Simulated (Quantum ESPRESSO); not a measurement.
# The states of the two spins in NiCl2, part 2 of 2

Wanted: the exchange-split electronic structure of NiCl2.

Quantum ESPRESSO 7.5; PBEsol with U = 6 eV on Ni d (ortho-atomic projectors); plane waves with GBRV 1.5 PBEsol potentials, no spin-orbit coupling.

So far: Set-up; The magnetic state.

The database entry behind the starting cell differs from later determinations by our own check (an axis about 1.8 % long against later determinations), so it need not match the best structure at ambient conditions.

## (3) Projected density of states

Level of this step: PBEsol with U = 6 eV on Ni d (ortho-atomic projectors); plane waves with GBRV 1.5 PBEsol potentials, no spin-orbit coupling, projections on orthogonalised atomic orbitals (Quantum ESPRESSO).

Input file projwfc.in:

```
&PROJWFC
  prefix = 'pwscf'
  outdir = './tmp'
  filpdos = 'pdos'
  ngauss = 0
  degauss = 0.01
  DeltaE = 0.05
  Emin = -3.73
  Emax = 10.27
/
```

Started as:

```console
OMP_NUM_THREADS=1 mpirun -n 4 projwfc.x -nk 4 -in projwfc.in > projwfc.out
```

The program printed:

```text
[banner, memory and clock lines left out]
Program PROJWFC v.7.5 starts

     [... lines left out ...]
     IMPORTANT: XC functional enforced from input :
     Exchange-correlation= PBESOL
                           (   1   4  10   8   0   0   0)
     Any further DFT definition will be discarded
     Please, verify this is what you really want

     G-vector sticks info

     Check: negative core charge=   -0.000006

     negative rho (up, down):  2.972E-02 2.972E-02

     Gaussian broadening (read from input): ngauss,degauss=   0    0.010000

     Calling projwave ....

  Problem Sizes
  natomwfc =           42
  nbnd     =           47
  nkstot   =           32
  npwx     =         3654
  nkb      =          108

     Atomic states used for projection
     (read from pseudopotential files):

     state #   1: atom   1 (Ni1), wfc  1 (l=0 m= 1)
     state #   2: atom   1 (Ni1), wfc  2 (l=1 m= 1)
     state #   3: atom   1 (Ni1), wfc  2 (l=1 m= 2)
     state #   4: atom   1 (Ni1), wfc  2 (l=1 m= 3)
     state #   5: atom   1 (Ni1), wfc  3 (l=2 m= 1)
     state #   6: atom   1 (Ni1), wfc  3 (l=2 m= 2)
     state #   7: atom   1 (Ni1), wfc  3 (l=2 m= 3)
     state #   8: atom   1 (Ni1), wfc  3 (l=2 m= 4)
     state #   9: atom   1 (Ni1), wfc  3 (l=2 m= 5)
     state #  10: atom   1 (Ni1), wfc  4 (l=0 m= 1)
     state #  11: atom   1 (Ni1), wfc  5 (l=1 m= 1)
     state #  12: atom   1 (Ni1), wfc  5 (l=1 m= 2)
     state #  13: atom   1 (Ni1), wfc  5 (l=1 m= 3)
     state #  14: atom   2 (Ni2), wfc  1 (l=0 m= 1)
     state #  15: atom   2 (Ni2), wfc  2 (l=1 m= 1)
     state #  16: atom   2 (Ni2), wfc  2 (l=1 m= 2)
     state #  17: atom   2 (Ni2), wfc  2 (l=1 m= 3)
     state #  18: atom   2 (Ni2), wfc  3 (l=2 m= 1)
     state #  19: atom   2 (Ni2), wfc  3 (l=2 m= 2)
     state #  20: atom   2 (Ni2), wfc  3 (l=2 m= 3)
     state #  21: atom   2 (Ni2), wfc  3 (l=2 m= 4)
     state #  22: atom   2 (Ni2), wfc  3 (l=2 m= 5)
     state #  23: atom   2 (Ni2), wfc  4 (l=0 m= 1)
     state #  24: atom   2 (Ni2), wfc  5 (l=1 m= 1)
     state #  25: atom   2 (Ni2), wfc  5 (l=1 m= 2)
     state #  26: atom   2 (Ni2), wfc  5 (l=1 m= 3)
     state #  27: atom   3 (Cl ), wfc  1 (l=0 m= 1)
     state #  28: atom   3 (Cl ), wfc  2 (l=1 m= 1)
     state #  29: atom   3 (Cl ), wfc  2 (l=1 m= 2)
     state #  30: atom   3 (Cl ), wfc  2 (l=1 m= 3)
     state #  31: atom   4 (Cl ), wfc  1 (l=0 m= 1)
     state #  32: atom   4 (Cl ), wfc  2 (l=1 m= 1)
     state #  33: atom   4 (Cl ), wfc  2 (l=1 m= 2)
     state #  34: atom   4 (Cl ), wfc  2 (l=1 m= 3)
     state #  35: atom   5 (Cl ), wfc  1 (l=0 m= 1)
     state #  36: atom   5 (Cl ), wfc  2 (l=1 m= 1)
     state #  37: atom   5 (Cl ), wfc  2 (l=1 m= 2)
     state #  38: atom   5 (Cl ), wfc  2 (l=1 m= 3)
     state #  39: atom   6 (Cl ), wfc  1 (l=0 m= 1)
     state #  40: atom   6 (Cl ), wfc  2 (l=1 m= 1)
     state #  41: atom   6 (Cl ), wfc  2 (l=1 m= 2)
     state #  42: atom   6 (Cl ), wfc  2 (l=1 m= 3)

 [... projections of the bands left out ...]

Lowdin Charges:

     Atom #   1: total charge =  17.8623, s =  2.5290, p =  7.0741, d =  8.2592,
                 spin up      =   9.7880, s =  1.2679,
                 spin up      =   9.7880, p =  3.5376, pz=  1.1819, px=  1.1779, py=  1.1779,
                 spin up      =   9.7880, d =  4.9826, dz2=  0.9960, dxz=  0.9971, dyz=  0.9971, dx2-y2=  0.9962, dxy=  0.9962,
                 spin down    =   8.0742, s =  1.2611,
                 spin down    =   8.0742, p =  3.5365, pz=  1.1808, px=  1.1778, py=  1.1778,
                 spin down    =   8.0742, d =  3.2766, dz2=  0.9921, dxz=  0.4259, dyz=  0.4259, dx2-y2=  0.7163, dxy=  0.7163,
                 polarization =   1.7138, s =  0.0067, p =  0.0011, d =  1.7060,
     Atom #   2: total charge =  17.8623, s =  2.5290, p =  7.0741, d =  8.2592,
                 spin up      =   8.0742, s =  1.2611,
                 spin up      =   8.0742, p =  3.5365, pz=  1.1808, px=  1.1778, py=  1.1778,
                 spin up      =   8.0742, d =  3.2766, dz2=  0.9921, dxz=  0.4259, dyz=  0.4259, dx2-y2=  0.7164, dxy=  0.7164,
                 spin down    =   9.7880, s =  1.2679,
                 spin down    =   9.7880, p =  3.5376, pz=  1.1819, px=  1.1779, py=  1.1779,
                 spin down    =   9.7880, d =  4.9826, dz2=  0.9960, dxz=  0.9971, dyz=  0.9971, dx2-y2=  0.9962, dxy=  0.9962,
                 polarization =  -1.7138, s = -0.0067, p = -0.0011, d = -1.7060,
     Atom #   3: total charge =   7.0317, s =  1.8436, p =  5.1881, d =  0.0000,
                 spin up      =   3.4433, s =  0.9195,
                 spin up      =   3.4433, p =  2.5238, pz=  0.8574, px=  0.8332, py=  0.8332,
                 spin up      =   3.4433, d =  0.0000, dz2=  0.0000, dxz=  0.0000, dyz=  0.0000, dx2-y2=  0.0000, dxy=  0.0000,
                 spin down    =   3.5884, s =  0.9241,
                 spin down    =   3.5884, p =  2.6643, pz=  0.9011, px=  0.8816, py=  0.8816,
                 spin down    =   3.5884, d =  0.0000, dz2=  0.0000, dxz=  0.0000, dyz=  0.0000, dx2-y2=  0.0000, dxy=  0.0000,
                 polarization =  -0.1451, s = -0.0046, p = -0.1406, d =  0.0000,
     Atom #   4: total charge =   7.0317, s =  1.8436, p =  5.1881, d =  0.0000,
                 spin up      =   3.5884, s =  0.9241,
                 spin up      =   3.5884, p =  2.6643, pz=  0.9011, px=  0.8816, py=  0.8816,
                 spin up      =   3.5884, d =  0.0000, dz2=  0.0000, dxz=  0.0000, dyz=  0.0000, dx2-y2=  0.0000, dxy=  0.0000,
                 spin down    =   3.4433, s =  0.9195,
                 spin down    =   3.4433, p =  2.5238, pz=  0.8574, px=  0.8332, py=  0.8332,
                 spin down    =   3.4433, d =  0.0000, dz2=  0.0000, dxz=  0.0000, dyz=  0.0000, dx2-y2=  0.0000, dxy=  0.0000,
                 polarization =   0.1451, s =  0.0046, p =  0.1406, d =  0.0000,
     Atom #   5: total charge =   7.0317, s =  1.8436, p =  5.1881, d =  0.0000,
                 spin up      =   3.5884, s =  0.9241,
                 spin up      =   3.5884, p =  2.6643, pz=  0.9011, px=  0.8816, py=  0.8816,
                 spin up      =   3.5884, d =  0.0000, dz2=  0.0000, dxz=  0.0000, dyz=  0.0000, dx2-y2=  0.0000, dxy=  0.0000,
                 spin down    =   3.4433, s =  0.9195,
                 spin down    =   3.4433, p =  2.5238, pz=  0.8574, px=  0.8332, py=  0.8332,
                 spin down    =   3.4433, d =  0.0000, dz2=  0.0000, dxz=  0.0000, dyz=  0.0000, dx2-y2=  0.0000, dxy=  0.0000,
                 polarization =   0.1451, s =  0.0046, p =  0.1406, d =  0.0000,
     Atom #   6: total charge =   7.0317, s =  1.8436, p =  5.1881, d =  0.0000,
                 spin up      =   3.4433, s =  0.9195,
                 spin up      =   3.4433, p =  2.5238, pz=  0.8574, px=  0.8332, py=  0.8332,
                 spin up      =   3.4433, d =  0.0000, dz2=  0.0000, dxz=  0.0000, dyz=  0.0000, dx2-y2=  0.0000, dxy=  0.0000,
                 spin down    =   3.5884, s =  0.9241,
                 spin down    =   3.5884, p =  2.6643, pz=  0.9011, px=  0.8816, py=  0.8816,
                 spin down    =   3.5884, d =  0.0000, dz2=  0.0000, dxz=  0.0000, dyz=  0.0000, dx2-y2=  0.0000, dxy=  0.0000,
                 polarization =  -0.1451, s = -0.0046, p = -0.1406, d =  0.0000,
     Spilling Parameter:   0.0023
```

The job ended after 4 s (4 MPI ranks of Arm Neoverse V1, shared host; peak memory 1.1 GiB).

The density of states has structure finer than the step of the table below, so its rows give means over 0.5 eV, whole bins alone (the curve runs from -9.00 to 5.05 eV). Peaks (eV: height): up -7.25: 5.4, -6.25: 6.56, -2.65: 6.44, 1.60: 6.15; down -7.25: 5.4, -6.25: 6.56, -2.65: 6.44, 1.60: 6.15; Ni1 d up -7.25: 4.88, -6.25: 6.24; Ni1 d down -5.65: 1.42, -5.05: 4.05, -4.15: 1.02, 1.60: 5.13; Ni2 d up -5.65: 1.42, -5.05: 4.05, -4.15: 1.02, 1.60: 5.13.

Gaussian broadening of 0.136 eV on the SCF mesh. Table of density of states by energy, zero at the Fermi level; means over each step; 7 of 10 lines; values in states/eV/cell:

| energy (eV) | up | down | Ni1 d up | Ni1 d down | Ni2 d up | Ni2 d down | Cl3 p up |
| --- | --- | --- | --- | --- | --- | --- | --- |
| -8.0 | 1.3e-5 | 7.4e-6 | 7.2e-6 | 0 | 0 | 7.2e-6 | 0 |
| -7.5 | 1.76 | 1.76 | 1.60 | 5.6e-5 | 5.6e-5 | 1.60 | 3.7e-4 |
| -7.0 | 2.42 | 2.42 | 2.13 | 3.1e-4 | 3.1e-4 | 2.13 | 0.00153 |
| -6.5 | 3.73 | 3.73 | 3.36 | 0.00137 | 0.00137 | 3.36 | 0.00328 |
| -6.0 | 2.46 | 2.46 | 2.00 | 0.180 | 0.180 | 2.00 | 0.0740 |
| -5.5 | 1.93 | 1.93 | 0.0125 | 1.17 | 1.17 | 0.0125 | 0.280 |
| -5.0 | 4.24 | 4.24 | 0.110 | 2.82 | 2.82 | 0.110 | 0.261 |
| -4.5 | 2.96 | 2.96 | 0.195 | 0.549 | 0.550 | 0.195 | 0.253 |
| -4.0 | 2.92 | 2.92 | 0.0685 | 0.760 | 0.760 | 0.0685 | 0.500 |
| -3.5 | 2.32 | 2.32 | 0.0662 | 0.218 | 0.218 | 0.0662 | 0.403 |
| -3.0 | 4.20 | 4.20 | 0.0491 | 0.309 | 0.309 | 0.0491 | 1.05 |
| -2.5 | 4.91 | 4.91 | 0.0389 | 0.411 | 0.411 | 0.0389 | 1.46 |
| -2.0 | 3.76 | 3.76 | 0.142 | 0.0889 | 0.0889 | 0.142 | 0.559 |
| -1.5 | 2.35 | 2.35 | 0.128 | 0.0266 | 0.0266 | 0.128 | 0.183 |
| -1.0 | 0.0245 | 0.0245 | 0.00166 | 2.4e-5 | 2.4e-5 | 0.00166 | 3.0e-4 |
| -0.5 | 0 | 0 | 0 | 0 | 0 | 0 | 0 |
| 0.0 | 0 | 0 | 0 | 0 | 0 | 0 | 0 |
| 0.5 | 0 | 0 | 0 | 0 | 0 | 0 | 0 |
| 1.0 | 0.00812 | 0.00812 | 0 | 0.00683 | 0.00682 | 0 | 5.3e-4 |
| 1.5 | 3.49 | 3.49 | 1.9e-4 | 2.92 | 2.92 | 1.9e-4 | 0.252 |
| 2.0 | 0.499 | 0.499 | 2.9e-5 | 0.419 | 0.419 | 2.9e-5 | 0.0360 |
| 2.5 | 0 | 0 | 0 | 0 | 0 | 0 | 0 |
| 3.0 | 0.00545 | 0.00545 | 0 | 0 | 0 | 0 | 1.5e-4 |
| 3.5 | 0.0779 | 0.0779 | 3.6e-5 | 1.5e-5 | 1.5e-5 | 3.6e-5 | 0.00222 |
| 4.0 | 0.316 | 0.316 | 1.8e-4 | 1.9e-4 | 1.9e-4 | 1.8e-4 | 0.00836 |
| 4.5 | 1.66 | 1.66 | 7.3e-4 | 0.00146 | 0.00146 | 7.3e-4 | 0.0502 |

## (4) Outcome

```
state                      : antiferromagnetic
largest moment in a sphere : 1.71 μB
```

The most distinct maxima of the density of states (up) lie at -7.25, -6.25, -5.05, -2.65 and 1.60 eV, the highest at -6.25 eV. These are Kohn–Sham states without spin–orbit coupling, on the mesh of the self-consistent run. The moments are opposed on like sites, so the totals of the two spins are equal and the projections on single atoms show the splitting.

[Logs and program files are shortened in this print: banners, set-up blocks, solver, clock and traceback lines can be left out without a mark of their own.]

[Logs are printed without paths, hosts, clocks, repeated set-up lines and the standing remarks that a program may print on its own settings, such as how far it seeks lower states.]

[Hosts, paths, dates, database ids (printed as entryN), source tags and the programs' standing remarks are cut or masked in the printed files.]

[Where a cell is said to come from a database of computed structures, the database is the Materials Project.]
